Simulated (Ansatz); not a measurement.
# Decaying states in the gap of SrMgNCl, part 2 of 3

Aim: relax a made-up compound, SrMgNCl, and see how good a tunnel barrier it would be. It is built by putting Sr for part of the Mg in the Mg2NCl structure of space group R-3m, with the volume rescaled by atomic radii. The parent structure comes from the Materials Project.

Ansatz 0.2.0; PBEsol DFT, plane waves, PAW files (the session's first sound run).

So far, gap on the k-mesh (eV): step 3 (the bulk crystal and its band edges) 2.26.

The structure was built from a prototype and need not be the compound's stable phase.

### Step 4. Decaying states in the gap, plane (101), k-mesh 8×8×8

This step: PBEsol DFT, plane waves, PAW files; complex bands by layer matching along the plane's normal (Ansatz 0.2.0).

The same crystal is laid in a cell whose first two vectors span the (101) plane (indices of the standard conventional cell, whose axes can be ordered otherwise than in the bulk input). At fixed energy and wavevector in the plane the solver finds all kz, real and complex. A few wavevectors are listed, (0, 0) and (0.5, 0) in units of the plane's reciprocal vectors; the slowest state needn't be among them.

input.yaml reads:

```yaml
crystal:
  lattice:
    - [6.820229859, 0.0, 0.0]
    - [0.93010314, 3.438305187, 0.0]
    - [0.93010314, 1.593350519, 3.046830597]
  atoms:
    - { symbol: Mg, position: [0.6745194288, 0.7751601904, 0.7751601904] }
    - { symbol: Sr, position: [0.315029035, 0.228323655, 0.228323655] }
    - { symbol: "N", position: [0.5331503726, 0.4889498758, 0.4889498758] }
    - { symbol: Cl, position: [0.9773011633, 0.0075662789, 0.0075662789] }
kpoints:
  mp_grid: { grid: [8, 8, 8] }
scf:
  occupations: { method: fixed }
hamiltonian:
  xc: pbesol
output:
  eigenvalues: true
  transmission:
    leads: [[0, 0]]
    kpoints: [[0.0, 0.0], [0.5, 0.0]]
    e_range: [-1.0, 3.26]
    de: 0.11
```

Launch:

```
$ ansatz run input.yaml --threads 2 --pin off --max-ram 4096MiB --backend cpu --events-out ev --progress --plain --runs-dir out
```

Numbers of over 12 decimals in the logs are rounded to 6 here.

The log of the run:

```text
[...]
Crystal: 4 atoms, lattice volume = 71.448 Å³
Basis set: ecut = 420 eV, 1371 PW (Γ)
Bands: 20, of which v1, the nominal top of the filled ones, is band 16 counted from 1 (15 counted from 0)
Symmetry: 6 space group operations
[...]
k-points: 65 of 512 (time reversal used)
[...]
SCF iter   1: F=—  HF=-6848.689754 eV  |F-HF|=—  |Δ(HF+E_count)|=         —  Δρ=8.64e-3  dr2=6.94e-2  ethr=1.77e-3  ⟨swp⟩=5.6  Hψ=6238  notcnv=0  defer=86
[...]
SCF iter   7: F=-6848.674921 eV  HF=-6848.674921 eV  |F-HF|=1.55e-8  |Δ(HF+E_count)|=   6.85e-7  Δρ=1.04e-5  dr2=3.30e-8  ethr=3.13e-10  ⟨swp⟩=5.9  Hψ=6918  notcnv=0
SCF 1 converged in 7 iterations: F = -6848.674921 eV  dr2 = 3.30e-8
[...]
transmission: 6 of 12 steps passed
transmission: 12 of 12 steps passed
SCF converged after 7 iterations
Free energy (F): -6848.674921 eV
[...]
Internal energy: -6848.674921 eV  (E = F + TS)
E sigma→0 (E₀):  -6848.674921 eV
Fermi energy:    7.474657 eV
[...]
--- Band table (eV; the first three rows and the last of 65) ---
  k-point 0: bands = [... 12 lower, 4.8234, 6.7447, 7.4747, 7.4747, 9.7381, 12.0713, 13.1830, 13.1830]
  k-point 1: bands = [... 12 lower, 4.7354, 6.6264, 7.0887, 7.4454, 10.4299, 12.0182, 12.8517, 13.4414]
  k-point 2: bands = [... 12 lower, 4.5298, 6.0888, 6.9405, 7.3729, 11.1794, 11.5646, 13.0453, 14.0146]
  k-point 64: bands = [... 12 lower, 4.8436, 5.8474, 7.4271, 7.4271, 11.1690, 11.9065, 12.6007, 13.3370]
--- Transmission ---
  basis      : 207 plane waves across, 6 finite elements along
  points     : 2, as listed
  energies   : 39 from -1.000000 to 3.180000 eV about the Fermi level, 0.110000 eV apart; the leads are filled to 1.131704 eV, and channels, transmission and decay are at 1.090000 eV
  crystal 0  : Mg1Cl1Sr1N1, at the sites [0, 0], period 3.0468 Å: whole cells are its period
    offset         : up to 0.0000 Å between an atom of the period and one for which it stands
    channels       : 0.000000e0 a spin
    conductance    : none, the energies end too early or step too widely for 300 K: set another output.transmission.e_range or a lower de, or, where they end at an eighth of basis.ecutwfc, a higher one
    slowest decay  : 0.2045 /Å at (0.0000, 0.0000)
```

Run time: 25 s. Hardware: 2 threads of Arm Neoverse V2, shared host; peak memory 0.52 GiB; 36 s of CPU time.

Numbers from this step:

| Quantity | Value |
| --- | --- |
| level to which the leads are filled | 1.132 eV from the Fermi level |
| decay constant at the filling level, zone centre | 0.2045 Å⁻¹ |
| decay constant at the filling level, slowest listed point | 0.2045 Å⁻¹ |

K parallel (0, 0); values up to 1.5 1/Å, a degenerate pair printed once or twice; energies at which all values exceed this have no row. Im kz of the slowest decaying states against energy, zero at the highest filled level on the SCF mesh:

```csv
energy (eV),decay 1 (Å⁻¹),decay 2 (Å⁻¹),decay 3 (Å⁻¹),decay 4 (Å⁻¹)
-1.00,0.384,0.404,0.537,0.746
-0.78,0.326,0.416,0.741,0.787
-0.56,0.121,0.339,0.426,0.661
-0.34,0.435,0.441,0.443,0.716
-0.12,0.301,0.453,0.477,0.693
-0.01,0.355,0.458,0.491,0.681
0.10,0.0961,0.396,0.423,0.462
0.21,0.132,0.429,0.466,0.511
0.43,0.172,0.472,0.484,0.524
0.65,0.193,0.476,0.530,0.533
0.87,0.203,0.478,0.539,0.572
1.09,0.204,0.479,0.543,0.618
1.31,0.199,0.478,0.544,0.693
1.53,0.187,0.475,0.544,0.701
1.75,0.166,0.470,0.541,0.690
1.97,0.133,0.464,0.538,0.666
2.08,0.108,0.460,0.535,0.655
2.30,0.451,0.530,0.638,0.696
2.52,0.441,0.522,0.651,0.685
2.74,0.428,0.492,0.513,0.654
2.96,0.335,0.413,0.503,0.636
3.18,0.0815,0.396,0.490,0.614
```

K parallel (0.5, 0); values up to 1.5 1/Å, a degenerate pair printed once or twice; energies at which all values exceed this have no row. Table of Im kz of the slowest decaying states by energy, zero at the highest filled level on the SCF mesh:

```
energy (eV)  decay 1 (Å⁻¹)  decay 2 (Å⁻¹)  decay 3 (Å⁻¹)  decay 4 (Å⁻¹)
      -1.00          0.102          0.420          0.492          0.673
      -0.67         0.0724          0.382          0.432          0.578
      -0.45          0.389          0.437          0.635          0.725
      -0.12          0.331          0.443          0.612          0.673
      -0.01         0.0811          0.347          0.357          0.444
       0.21          0.199          0.393          0.445          0.582
       0.54          0.280          0.426          0.442          0.561
       0.76          0.314          0.438          0.440          0.542
       1.09          0.351          0.427          0.451          0.508
       1.42          0.384          0.402          0.455          0.468
       1.64          0.392          0.435          0.454          0.717
       1.97          0.373          0.384          0.448          0.698
       2.30          0.281          0.370          0.437          0.640
       2.63         0.0945          0.349          0.420          0.581
       2.85          0.329          0.406          0.542          0.692
       3.18          0.289          0.377          0.482          0.676
```

At the listed wavevectors the last open channel is at -0.01 eV and the next at +2.30 eV on the grid. At +1.09 eV, the grid energy nearest the filling level (the middle of the gap on the SCF mesh), the slowest state at the listed wavevectors decays with κ = 0.204 Å⁻¹, its amplitude falling by e over 4.9 Å. Through 1 nm of this crystal that state's transmission falls by exp(−2 × 0.204 Å⁻¹ × 10 Å) = 0.017.

### Step 5. Decay over the two-dimensional zone

The listed points could miss the slowest state, so one energy near mid-gap is solved on a mesh of 4×12.

Changes to input.yaml since step 4:

```diff
@@ -18,6 +18,2 @@
   eigenvalues: true
-  transmission:
-    leads: [[0, 0]]
-    kpoints: [[0.0, 0.0], [0.5, 0.0]]
-    e_range: [-1.0, 3.26]
-    de: 0.11
+  transmission: { leads: [[0, 0]], kmesh: [4, 12], e_range: [1.13, 1.14], de: 0.05 }
```

The log of the run:

```text
[...]
Crystal: 4 atoms, lattice volume = 71.448 Å³
Basis set: ecut = 420 eV, 1371 PW (Γ)
Bands: 20, of which v1, the nominal top of the filled ones, is band 16 counted from 1 (15 counted from 0)
Symmetry: 6 space group operations
[...]
k-points: 65 of 512 (time reversal used)
[...]
SCF iter   1: F=—  HF=-6848.689754 eV  |F-HF|=—  |Δ(HF+E_count)|=         —  Δρ=8.64e-3  dr2=6.94e-2  ethr=1.77e-3  ⟨swp⟩=5.6  Hψ=6238  notcnv=0  defer=86
[...]
SCF iter   7: F=-6848.674921 eV  HF=-6848.674921 eV  |F-HF|=1.55e-8  |Δ(HF+E_count)|=   6.85e-7  Δρ=1.04e-5  dr2=3.30e-8  ethr=3.13e-10  ⟨swp⟩=5.9  Hψ=6918  notcnv=0
SCF 1 converged in 7 iterations: F = -6848.674921 eV  dr2 = 3.30e-8
[...]
transmission: 24 of 156 steps passed
transmission: 36 of 156 steps passed
[...]
transmission: 156 of 156 steps passed
SCF converged after 7 iterations
Free energy (F): -6848.674921 eV
[...]
Internal energy: -6848.674921 eV  (E = F + TS)
E sigma→0 (E₀):  -6848.674921 eV
Fermi energy:    7.474657 eV
[...]
--- Band table (eV; the first three rows and the last of 65) ---
  k-point 0: bands = [... 12 lower, 4.8234, 6.7447, 7.4747, 7.4747, 9.7381, 12.0713, 13.1830, 13.1830]
  k-point 1: bands = [... 12 lower, 4.7354, 6.6264, 7.0887, 7.4454, 10.4299, 12.0182, 12.8517, 13.4414]
  k-point 2: bands = [... 12 lower, 4.5298, 6.0888, 6.9405, 7.3729, 11.1794, 11.5646, 13.0453, 14.0146]
  k-point 64: bands = [... 12 lower, 4.8436, 5.8474, 7.4271, 7.4271, 11.1690, 11.9065, 12.6007, 13.3370]
--- Transmission ---
  basis      : 207 plane waves across, 6 finite elements along
  points     : 26, standing for a mesh of 4 x 12
  energies   : 1 from 1.130000 to 1.130000 eV about the Fermi level; the leads are filled to 1.131704 eV, and channels, transmission and decay are at 1.130000 eV
[...]
channels       : 0.000000e0 a spin
    conductance    : none, crystal 0 has no channel at the energies, or these end too early or step too widely for 300 K: set another output.transmission.e_range or a lower de, or, where they end at an eighth of basis.ecutwfc, a higher one
    slowest decay  : 0.2040 /Å at (0.0000, 0.0000)
```

Wall time 21 s (2 threads); peak memory 0.52 GiB; 41 s of CPU time.

Numbers from this step:

```yaml
least_decay_constant_on_the_mesh: 0.204 Å⁻¹
```

Slowest decay constant (1/Å; 0 where a channel is open) over k1 and k2. At 1.1300 eV from the Fermi level.

Ten even steps from '_' (0.204) to '@' (0.438):
```
%%@@##%%
@@@@%%%%
@@@@%%%%
@@@@####
%%**::==
**--__--
%%==::**
@@####@@
@@%%%%@@
@@%%%%@@
%%%%##@@
##%%##%%
```
Columns: k1 (b1) from -0.5 to 0.25; rows upwards: k2 (b2) from -0.5 to 0.417.

The least value on the mesh is 0.204 Å⁻¹ at +1.13 eV. At that energy the listed points give about 0.204 Å⁻¹ by interpolation, so the mesh holds no clearly slower state.

### Step 6. Complex bands, plane (110), k-mesh 12×12×12

The same for the (110) plane, at (0, 0) and (0.5, 0), to see how the decay depends on direction.

input.yaml reads:

```yaml
crystal:
  lattice:
    - [6.820229859, 0.0, 0.0]
    - [-1.860206279, 5.882239015, 0.0]
    - [-0.93010314, 2.941119508, 1.780943178]
  atoms:
    - { symbol: Mg, position: [0.6745194288, 0.2248398096, 0.0] }
    - { symbol: Sr, position: [0.315029035, 0.771676345, 0.0] }
    - { symbol: "N", position: [0.5331503726, 0.5110501242, 0.0] }
    - { symbol: Cl, position: [0.9773011633, 0.9924337211, 0.0] }
kpoints:
  mp_grid: { grid: [12, 12, 12] }
scf:
  occupations: { method: fixed }
hamiltonian:
  xc: pbesol
output:
  eigenvalues: true
  transmission:
    leads: [[0, 0]]
    kpoints: [[0.0, 0.0], [0.5, 0.0]]
    e_range: [-1.0, 3.26]
    de: 0.07
```

The log of the run:

```text
[...]
Crystal: 4 atoms, lattice volume = 71.448 Å³
Basis set: ecut = 420 eV, 1371 PW (Γ)
Bands: 20, of which v1, the nominal top of the filled ones, is band 16 counted from 1 (15 counted from 0)
Symmetry: 6 space group operations
[...]
k-points: 189 of 1728 (time reversal used)
[...]
SCF iter   1: F=—  HF=-6848.689845 eV  |F-HF|=—  |Δ(HF+E_count)|=         —  Δρ=8.63e-3  dr2=6.93e-2  ethr=1.77e-3  ⟨swp⟩=5.6  Hψ=18078  notcnv=0  defer=258
[...]
SCF iter   7: F=-6848.674946 eV  HF=-6848.674946 eV  |F-HF|=1.62e-8  |Δ(HF+E_count)|=   7.18e-7  Δρ=1.05e-5  dr2=3.29e-8  ethr=3.13e-10  ⟨swp⟩=6.0  Hψ=20107  notcnv=0
SCF 1 converged in 7 iterations: F = -6848.674946 eV  dr2 = 3.29e-8
[...]
transmission: 4 of 8 steps passed
transmission: 8 of 8 steps passed
SCF converged after 7 iterations
Free energy (F): -6848.674946 eV
[...]
Internal energy: -6848.674946 eV  (E = F + TS)
E sigma→0 (E₀):  -6848.674946 eV
Fermi energy:    7.474532 eV
[...]
--- Band table (eV; the first three rows and the last of 189) ---
  k-point 0: bands = [... 12 lower, 4.8234, 6.7446, 7.4745, 7.4745, 9.7380, 12.0713, 13.1830, 13.1830]
  k-point 1: bands = [... 12 lower, 4.6947, 6.5594, 7.0601, 7.4160, 10.5900, 11.9789, 12.8267, 13.4789]
  k-point 2: bands = [... 12 lower, 4.2961, 5.9721, 6.9943, 7.1307, 11.3604, 11.8648, 12.8364, 13.6517]
  k-point 188: bands = [... 12 lower, 4.8436, 5.8473, 7.4270, 7.4270, 11.1689, 11.9065, 12.6006, 13.3370]
--- Transmission ---
  basis      : 353 plane waves across, 4 finite elements along
  points     : 2, as listed
[...]
crystal 0  : Mg1N1Cl1Sr1, at the sites [0, 0], period 1.7809 Å: whole cells are its period
[...]
channels       : 0.000000e0 a spin
[...]
slowest decay  : 0.2034 /Å at (0.0000, 0.0000)
```

Elapsed: 1.9 min, on 2 threads; peak memory 0.96 GiB; 3.3 min of CPU time.

This step gave:

```yaml
gap_on_the_k_mesh: 2.264 eV
decay_constant_at_the_filling_level_zone_centre: 0.2034 Å⁻¹
decay_constant_at_the_filling_level_slowest_listed_point: 0.2034 Å⁻¹
```

K parallel (0, 0); values up to 1.5 1/Å, a degenerate pair printed once or twice; energies at which all values exceed this have no row. Im kz of the slowest decaying states against energy, zero at the highest filled level on the SCF mesh:

```
energy (eV)  decay 1 (Å⁻¹)  decay 2 (Å⁻¹)  decay 3 (Å⁻¹)  decay 4 (Å⁻¹)
      -1.00          0.144          0.364          0.372          0.467
      -0.79          0.331          0.332          0.405           0.41
      -0.58          0.227          0.255          0.301          0.400
      -0.37          0.118          0.387          0.398          0.466
      -0.16          0.112          0.227          0.381          0.460
      -0.02          0.273          0.286          0.313          0.467
       0.05         0.0690          0.277          0.289          0.334
       0.26          0.142          0.320          0.407          0.416
       0.47          0.175          0.338          0.445          0.457
       0.68          0.193          0.348          0.463          0.469
       0.89          0.202          0.352          0.465          0.467
       1.10          0.203          0.351          0.461          0.464
       1.31          0.199          0.346          0.457          0.460
       1.52          0.188          0.336          0.452          0.453
       1.73          0.169          0.322          0.444          0.447
       1.94          0.139          0.300          0.432          0.440
       2.15         0.0863          0.267          0.418          0.432
       2.36          0.217          0.402          0.423          0.494
       2.57          0.128          0.385          0.413          0.471
       2.78          0.366          0.401          0.444          0.496
       2.99          0.346          0.387          0.413          0.487
       3.20          0.324          0.372          0.375          0.461
```

K parallel (0, 0). Table of Re kz of states that move upwards by energy, zero at the highest filled level on the SCF mesh:

```
energy (eV)  channel 1 (Å⁻¹)  channel 2 (Å⁻¹)  channel 3 (Å⁻¹)  channel 4 (Å⁻¹)
      -1.00           -0.336                -                -                -
      -0.79           -0.885           -0.204             1.29                -
      -0.58           -0.741             1.49                -                -
      -0.37           -0.606           -0.253            0.875                -
      -0.16           -0.432           -0.136                -                -
      -0.02           -0.188          -0.0432                -                -
       0.05                -                -                -                -
       0.26                -                -                -                -
       0.47                -                -                -                -
       0.68                -                -                -                -
       0.89                -                -                -                -
       1.10                -                -                -                -
       1.31                -                -                -                -
       1.52                -                -                -                -
       1.73                -                -                -                -
       1.94                -                -                -                -
       2.15                -                -                -                -
       2.36           0.0837                -                -                -
       2.57            0.156                -                -                -
       2.78            -1.62            0.212                -                -
       2.99            -1.52            0.264                -                -
       3.20            -1.44            0.314                -                -
```

K parallel (0.5, 0); values up to 1.5 1/Å, a degenerate pair printed once or twice; energies at which all values exceed this have no row. The Im kz of the slowest decaying states by energy, zero at the highest filled level on the SCF mesh:

```
energy (eV)  decay 1 (Å⁻¹)  decay 2 (Å⁻¹)  decay 3 (Å⁻¹)  decay 4 (Å⁻¹)
      -1.00         0.0643          0.112          0.406          0.421
      -0.86         0.0817          0.411          0.420          0.612
      -0.65          0.407          0.417          0.573          0.652
      -0.51          0.379          0.420          0.539          0.604
      -0.30          0.101          0.421          0.468          0.536
      -0.16         0.0819          0.102          0.416          0.484
      -0.02         0.0694          0.178          0.271          0.284
       0.19          0.190          0.239          0.382          0.472
       0.33          0.230          0.266          0.421          0.457
       0.54          0.272          0.296          0.451          0.459
       0.68          0.293          0.311          0.449          0.468
       0.82          0.308          0.322          0.447          0.470
       1.03          0.326          0.333          0.444          0.469
       1.17          0.334          0.338          0.441          0.467
       1.38          0.341          0.342          0.436          0.461
       1.52          0.340          0.346          0.431          0.455
       1.66          0.336          0.347          0.426          0.448
       1.87          0.328          0.347          0.417          0.434
       2.01          0.319          0.346          0.409          0.423
       2.22          0.302          0.341          0.396          0.402
       2.36          0.287          0.336          0.386          0.387
       2.50          0.269          0.329          0.367          0.376
       2.71          0.233          0.316          0.333          0.358
       2.85          0.202          0.304          0.306          0.344
       3.06          0.131          0.252          0.279          0.324
       3.20          0.203          0.255          0.309          0.442
```

At the listed wavevectors the last open channel is at -0.02 eV and the next at +2.29 eV on the grid. At +1.10 eV, the grid energy nearest the filling level (the middle of the gap on the SCF mesh), the slowest state at the listed wavevectors decays with κ = 0.203 Å⁻¹, its amplitude falling by e over 4.9 Å; the first such run, plane (101), gave 0.204 Å⁻¹.

(Part 2 of 3 ends here.)

[Logs are printed without paths, hosts, clocks, repeated set-up lines and the standing remarks that a program may print on its own settings, such as how far it seeks lower states.]

[Hosts, paths, dates, database ids (printed as entryN), source tags and the programs' standing remarks are cut or masked in the printed files.]
